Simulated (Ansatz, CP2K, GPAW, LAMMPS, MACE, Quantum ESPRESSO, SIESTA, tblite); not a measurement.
**Amorphous Ge (61 atoms): one structure in several programs**

Aim: run amorphous Ge (61 atoms) in several programs and set results and cost side by side. A plane-wave run serves as the reference.

Main program and level: Quantum ESPRESSO 7.5; Kohn-Sham DFT, PBE, SSSP efficiency 1.3.0 pseudopotentials, plane waves.

## (1) Starting point

The cell holds 61 atoms: 61 Ge. Cell: a = 11.512 Å, b = 11.512 Å, c = 11.512 Å, α = 90.0°, β = 90.0°, γ = 90.0°. 61 atoms (61 Ge) placed at random at 4.82 g/cm³, melted at 3500 K for 10 ps at fixed volume with the Tersoff potential (Tersoff, Phys. Rev. B 39, 5566 (1989)). Quenched from 3500 K to 100 K at 5 K/ps and fixed volume, held 5 ps, then minimised at fixed cell.

## (2) The reference run

Input file pw.in:

```
&control
  calculation = 'scf'
  pseudo_dir = './pseudo'
  outdir = './tmp'
  disk_io = 'none'
  tprnfor = .true.
  tstress = .true.
/
&system
  ibrav = 0
  nat = 61
  ntyp = 1
  ecutwfc = 45
  ecutrho = 360
  nosym = .true.
  occupations = 'smearing'
  smearing = 'fd'
  degauss = 0.003675
/
&electrons
  conv_thr = 3.0e-07
  electron_maxstep = 100
  mixing_beta = 0.2
  mixing_mode = 'local-TF'
  diagonalization = 'david'
/
ATOMIC_SPECIES
Ge 72.630 Ge.upf
CELL_PARAMETERS angstrom
11.51210 0.00000 0.00000
0.00000 11.51210 0.00000
0.00000 0.00000 11.51210
ATOMIC_POSITIONS crystal
Ge 0.61375 0.27767 0.05761
Ge 0.20804 0.95453 0.23365
Ge 0.99885 0.97291 0.27892
Ge 0.62929 0.26978 0.72823
Ge 0.19287 0.96700 0.58210
Ge 0.40559 0.48708 0.26146
Ge 0.90153 0.17218 0.56666
Ge 0.57874 0.22414 0.38823
Ge 0.89280 0.69759 0.66155
Ge 0.76708 0.43131 0.77615
Ge 0.66442 0.14943 0.89674
Ge 0.99766 0.18479 0.75885
[... 45 atom lines left out ...]
Ge 0.92685 0.79876 0.15968
Ge 0.19751 0.12596 0.09701
Ge 0.50615 0.99373 0.91795
Ge 0.10786 0.63201 0.68839
K_POINTS gamma
```

On the command line:

```bash
$ OMP_NUM_THREADS=1 mpirun -np 4 pw.x -in pw.in > output.txt
```

The log of the run:

```text
Program PWSCF
     gamma-point specific algorithms are used
     one sub-group per band group will be used
     scalapack distributed-memory algorithm (size of sub-group:  2*  2 procs)
     Parallelization info
     sticks:   dense  smooth     PW     G-vecs:    dense   smooth      PW
     Min        3382    1693    422               296834   104998   13126
     Max        3384    1696    424               296848   105008   13132
     Sum       13533    6777   1693              1187367   420005   52515
     bravais-lattice index     =            0
     lattice parameter (alat)  =      21.7547  a.u.
     unit-cell volume          =   10295.8039 (a.u.)^3
     number of atoms/cell      =           61
     number of atomic types    =            1
     number of electrons       =       854.00
[... lines left out ...]
     scf convergence threshold =      3.0E-07
[... lines left out ...]
     number of k points=     1  Fermi-Dirac smearing, width (Ry)=  0.0037
[... lines left out ...]
     total energy              =  -13031.84298094 Ry
[... lines left out ...]
     total energy              =  -13031.63723114 Ry
[... lines left out ...]
     total energy              =  -13031.69777139 Ry
[... lines left out ...]
     total energy              =  -13031.70018040 Ry
[... lines left out ...]
     total energy              =  -13031.70018138 Ry
[... lines left out ...]
          k = 0.0000 0.0000 0.0000 ( 26258 PWs)   bands (ev):
   -17.6726 -17.6502 -17.6349 -17.6335 -17.6240 -17.6210 -17.6186 -17.6176
   -17.6136 -17.6079 -17.6058 -17.6026 -17.6019 -17.5990 -17.5952 -17.5934
   -17.5909 -17.5908 -17.5889 -17.5864 -17.5851 -17.5843 -17.5800 -17.5787
[...]
11.6754  11.7214  11.8119  11.8454  11.8869  11.9428  11.9699  12.0521
    12.1147  12.1340  12.2259  12.2754  12.3506  12.3740  12.4421  12.5047
     the Fermi energy is     7.0723 ev
!    total energy              =  -13031.70018331 Ry
     estimated scf accuracy    <       0.00000014 Ry
     smearing contrib. (-TS)   =      -0.00900989 Ry
     internal energy E=F+TS    =  -13031.69117342 Ry
     The total energy is F=E-TS. E is the sum of the following terms:
     one-electron contribution =   -9320.25267847 Ry
     hartree contribution      =    5416.40079650 Ry
     xc contribution           =   -3554.89543826 Ry
     ewald contribution        =   -5572.94385320 Ry
     convergence has been achieved in  11 iterations
     Forces acting on atoms (cartesian axes, Ry/au):
     atom    1 type  1   force =    -0.00600150    0.01412257   -0.00287884
     atom    2 type  1   force =    -0.00478712   -0.00526368   -0.00690510
     atom    3 type  1   force =    -0.00257479   -0.01235449    0.00080067
[...]
atom   60 type  1   force =     0.01057398   -0.00338496    0.00908160
     atom   61 type  1   force =    -0.01013011    0.00590457    0.00066782
     Total force =     0.125649     Total SCF correction =     0.001928
     Computing stress (Cartesian axis) and pressure
          total   stress  (Ry/bohr**3)                   (kbar)     P=        3.31
  -0.00012953   0.00009236  -0.00002255          -19.05       13.59       -3.32
   0.00009236   0.00001118  -0.00005597           13.59        1.64       -8.23
  -0.00002255  -0.00005597   0.00018583           -3.32       -8.23       27.34
     Message from routine punch:
     Nothing written, as per user request (disk_io='none')
```

The job ended after 3.4 min (4 MPI ranks of Arm Neoverse V1, shared host; peak memory 4.4 GiB; 13 min of CPU time).

Banners, paths, timers and routine set-up lines are dropped from the logs unmarked, and long logs keep their key lines alone; longer cuts are marked.

Numbers from this run:

* r.m.s. force component: 0.2388 eV/Å
* longest force: 1.209 eV/Å
* pressure: 0.331 GPa

## (3) The ladder

The programs:
- CP2K 2026.2: Gaussian basis with GTH pseudopotentials and a plane-wave density; labels give functional, basis (MOLOPT sets; SR short-range, UZH the newer set with its own potentials), grid cutoff/relative cutoff and solver (OT: orbital transformation; TRS4, TC2, SIGN: linear-scaling purification with its sparsity filter), or its built-in tight binding.
- GPAW 26.7.0: PAW with atomic orbitals (LCAO), plane waves or a real-space grid of spacing h.
- MACE: machine-learned potential, published weights.
- Quantum ESPRESSO 7.5: plane waves; labels (QE) give functional, pseudopotential set and cutoffs of waves/density.
- SIESTA 5.4.2: numerical atomic orbitals, whose automatically made sets are far from complete, with PseudoDojo norm-conserving potentials that we converted to its format (checked against plane waves on the same files for H, C, O, Si, Ge and Ca alone); labels give functional, basis size, energy shift and mesh cutoff.
- tblite 0.8.0: extended tight binding, driven from Python.

All use the same cell and atoms; the electronic-structure runs use the same k-mesh, and an electronic temperature of 580 K (0.05 eV) where levels are smeared.

Differences are against the plane-wave reference, forces as r.m.s. over components; share is that over the reference's r.m.s. force, slope the least-squares factor from reference forces to these. Total energies of different programs have different zeros and aren't compared.

| run | Δ force, r.m.s. (meV/Å) | share (%) | slope | Δ pressure (GPa) | cores | CPU time | memory (GiB) |
| --- | --- | --- | --- | --- | --- | --- | --- |
| reference | - | - | - | - | 4 | 13 min | 4.4 |
| CP2K PBE+D3, DZVP-UZH, 350/50 Ry, diagonalisation | 37.5 | 15.7 | 0.981 | 0.133 | 2 | 2.7 min | 1.9 |
| CP2K PBE, DZVP-MOLOPT (SR for Ge), 350/50 Ry, diagonalisation | 21.8 | 9.11 | 0.995 | 0.972 | 2 | 1.9 min | 1.8 |
| CP2K PBE, DZVP-UZH, 244/50 Ry, diagonalisation (coarse) | 27.6 | 11.6 | 0.996 | 0.718 | 2 | 2.6 min | 1.4 |
| CP2K PBE, DZVP-UZH, 350/30 Ry, diagonalisation (coarse) | 27.6 | 11.6 | 0.995 | 0.721 | 2 | 2 min | 1.8 |
| CP2K PBE, DZVP-UZH, 350/50 Ry, diagonalisation | 27.6 | 11.6 | 0.995 | 0.718 | 2 | 2.7 min | 1.8 |
| CP2K PBE, DZVP-UZH, 489/50 Ry, diagonalisation | 27.6 | 11.6 | 0.996 | 0.718 | 2 | 3.6 min | 2.9 |
| CP2K PBE, SZV-MOLOPT-SR, 350/50 Ry, diagonalisation (coarse) | 292 | 122 | 0.991 | -4.48 | 1 | 75 s | 1.7 |
| CP2K PBEsol, PBE potentials, DZVP-UZH, 350/50 Ry, diagonalisation | 32.5 | 13.6 | 1.011 | 0.0632 | 2 | 2.7 min | 1.8 |
| CP2K RPBE, PBE potentials, DZVP-UZH, 350/50 Ry, diagonalisation | 29.2 | 12.2 | 0.988 | 1.08 | 2 | 2.7 min | 1.8 |
| GPAW PBE, LCAO dzp, h 0.2 Å | 42.9 | 17.9 | 1.058 | - | 1 | 3 min | 1.3 |
| GPAW PBE, LCAO dzp, h 0.2 Å, other mixer settings | 42.3 | 17.7 | 1.058 | - | 1 | 3.9 min | 1.2 |
| GPAW PBE, LCAO dzp, h 0.25 Å (coarse) | 46.8 | 19.6 | 1.049 | - | 1 | 2.1 min | 0.86 |
| GPAW PBE, LCAO szp(dzp), h 0.2 Å (coarse) | 121 | 50.5 | 1.169 | - | 1 | 2.2 min | 1.2 |
| GPAW RPBE, LCAO dzp, h 0.2 Å | 57.2 | 23.9 | 1.077 | - | 1 | 3 min | 1.3 |
| MACE MP-0b2 small potential | 193 | 80.9 | 0.374 | -1.17 | 1 | 7.6 s | 0.66 |
| MACE MP-0b3 medium potential | 189 | 79.1 | 0.402 | -0.805 | 1 | 8 s | 0.76 |
| MACE MPA-0 medium potential | 171 | 71.8 | 0.511 | -0.742 | 1 | 8.6 s | 0.75 |
| QE PBE, dojo-0.4.1-standard, 80/320 Ry | 4.69 | 1.96 | 1.005 | 0.322 | 4 | 26 min | 4.2 |
| SIESTA PBE, DZ, shift 0.01 Ry, mesh 300 Ry (coarse) | 72.1 | 30.2 | 1.018 | 0.343 | 1 | 1.8 min | 0.76 |
| SIESTA PBE, DZP, shift 0.01 Ry, mesh 100 Ry (coarse) | 101 | 42.5 | 1.043 | 3.3 | 1 | 97 s | 0.53 |
| SIESTA PBE, DZP, shift 0.01 Ry, mesh 300 Ry | 101 | 42.1 | 1.060 | 1.97 | 1 | 4.5 min | 1.2 |
| SIESTA PBE, SZ, shift 0.01 Ry, mesh 300 Ry (coarse) | 208 | 87.0 | 1.270 | 5.09 | 1 | 82 s | 0.63 |
| SIESTA PBE, TZP, shift 0.01 Ry, mesh 300 Ry | 87.1 | 36.5 | 1.052 | 1.41 | 2 | 6.8 min | 1.6 |
| tblite GFN1-xTB | 121 | 50.7 | 0.704 | 0.584 | 1 | 6 s | 0.13 |

Rows marked coarse were listed beforehand as settings not expected to be converged; some can still land near the reference.

Times of the machine-learned potentials are mostly Python's start and the loading of weights.

CPU time is summed over cores on a shared host, where runs went side by side, so it is rough. Symmetry, cutoffs, thresholds, outputs and thread counts weren't matched or tuned between programs; memory under MPI is the largest rank's times the ranks.

Runs without a result: CP2K GFN1-xTB, diagonalisation (not converged, the SCF not settling).

Within one program, basis, potentials and functional, energies share a zero. Each run against its twin at the usual cutoff or grid and solver:

| run | twin | Δ energy (meV/atom) | Δ force, r.m.s. (meV/Å) | CPU time over the twin's |
| --- | --- | --- | --- | --- |
| CP2K PBE, DZVP-UZH, 244/50 Ry, diagonalisation | DZVP-UZH, 350/50 Ry, diagonalisation | 2.0e-4 | 0.032 | 0.97 |
| CP2K PBE, DZVP-UZH, 350/30 Ry, diagonalisation | DZVP-UZH, 350/50 Ry, diagonalisation | -0.0475 | 0.49 | 0.76 |
| CP2K PBE, DZVP-UZH, 489/50 Ry, diagonalisation | DZVP-UZH, 350/50 Ry, diagonalisation | 2.0e-4 | 0.032 | 1.4 |
| GPAW PBE, LCAO dzp, h 0.2 Å, other mixer settings | LCAO dzp, h 0.2 Å | 0 | 1.28 | 1.3 |
| GPAW PBE, LCAO dzp, h 0.25 Å | LCAO dzp, h 0.2 Å | 14.6 | 24.2 | 0.70 |
| SIESTA PBE, DZP, shift 0.01 Ry, mesh 100 Ry | DZP, shift 0.01 Ry, mesh 300 Ry | -123 | 26.9 | 0.36 |

## (4) Results

```json
{
  "reference r.m.s. force component": "0.239 eV/Å",
  "nearest in forces": "QE PBE, dojo-0.4.1-standard, 80/320 Ry, 2.0 %",
  "farthest in forces": "CP2K PBE, SZV-MOLOPT-SR, 350/50 Ry, diagonalisation (coarse), 122 %",
  "cheapest electronic-structure run beside the reference": "tblite GFN1-xTB, 6 s of CPU time"
}
```

PBE on plane waves or a grid with other potentials, cutoffs or grids, coarse settings apart, differs from the reference by 2.0 % (QE PBE, dojo-0.4.1-standard, 80/320 Ry) of the r.m.s. force; this holds the reference's own error, so differences of a few per cent don't tell which side is nearer the exact PBE result. The PBE runs in local orbitals, coarse settings apart, differ by 9.1 % (CP2K PBE, DZVP-MOLOPT (SR for Ge), 350/50 Ry, diagonalisation) to 42 % (SIESTA PBE, DZP, shift 0.01 Ry, mesh 300 Ry); basis, grid and potentials can all enter. Tight binding differs by 51 % (tblite GFN1-xTB); it is another model, with fitted parameters of its own, and the xTB methods hold dispersion. Machine-learned potentials differ by 72 % (MACE MPA-0 medium potential) to 81 % (MACE MP-0b2 small potential); they were trained on other programs' data. The reference samples few k-points for this cell, and its sampling error, which other DFT runs on the same mesh share, can be part of so large a difference. Among those trained on PBE data the slope goes as low as 0.37, with a correlation of 0.59, so directions differ as well as sizes. Rows with another functional or a dispersion term differ by 12 % (CP2K RPBE, PBE potentials, DZVP-UZH, 350/50 Ry, diagonalisation) to 24 % (GPAW RPBE, LCAO dzp, h 0.2 Å), which mixes the change of model with differences of basis and potentials, some of them made for another functional. Runs with settings chosen to be coarse differ by 12 % (CP2K PBE, DZVP-UZH, 244/50 Ry, diagonalisation) to 122 % (CP2K PBE, SZV-MOLOPT-SR, 350/50 Ry, diagonalisation), their programs' other errors included. Of the electronic-structure runs that take under half the reference's CPU time, CP2K PBE, DZVP-MOLOPT (SR for Ge), 350/50 Ry, diagonalisation comes nearest, at 9.1 % in 1.9 min against 13 min. In pressure, SIESTA PBE, SZ, shift 0.01 Ry, mesh 300 Ry misses by +5.1 GPa, at the same functional. In the reference: levels near the Fermi energy are neither full nor empty under the smearing, so no gap is quoted. Periodic xTB results under one method name differ between programs and library versions. The potentials hold different valence shells: 854 electrons in the reference, 244 in CP2K with DZVP-MOLOPT and 244 in GPAW; this bears on time and differences. GPAW's setups keep the filled d shell of Ge in the core. The reference's pressure holds the uncorrected Pulay stress of its 45 Ry basis, so small pressure differences, and their order, may be the reference's own error. Machine-learned potentials mimic data converged in k, so the reference's own k-point error enters their differences. The quench rate of 5 K/ps is many orders above laboratory rates, so the cell is likely richer in defects and strain than a real sample. The network of bonds at the start is that of the classical potential that made the cell, and needn't be the one that DFT or experiment would give. The reference's stress is far from hydrostatic: its diagonal is -1.9, 0.2, 2.7 GPa, compression counted positive. The electronic-structure runs sample only Γ, in a cell whose shortest periodic width is 12 Å, which is coarse for a cell with partly filled levels.

[Also dropped from logs without a mark: logging warnings of Python, and SIESTA's first energy breakdown and zero terms.]

[Logs are printed without paths, hosts, clocks, repeated set-up lines and the standing remarks that a program may print on its own settings, such as how far it seeks lower states.]

[Hosts, paths, dates, database ids (printed as entryN), source tags and the programs' standing remarks are cut or masked in the printed files.]
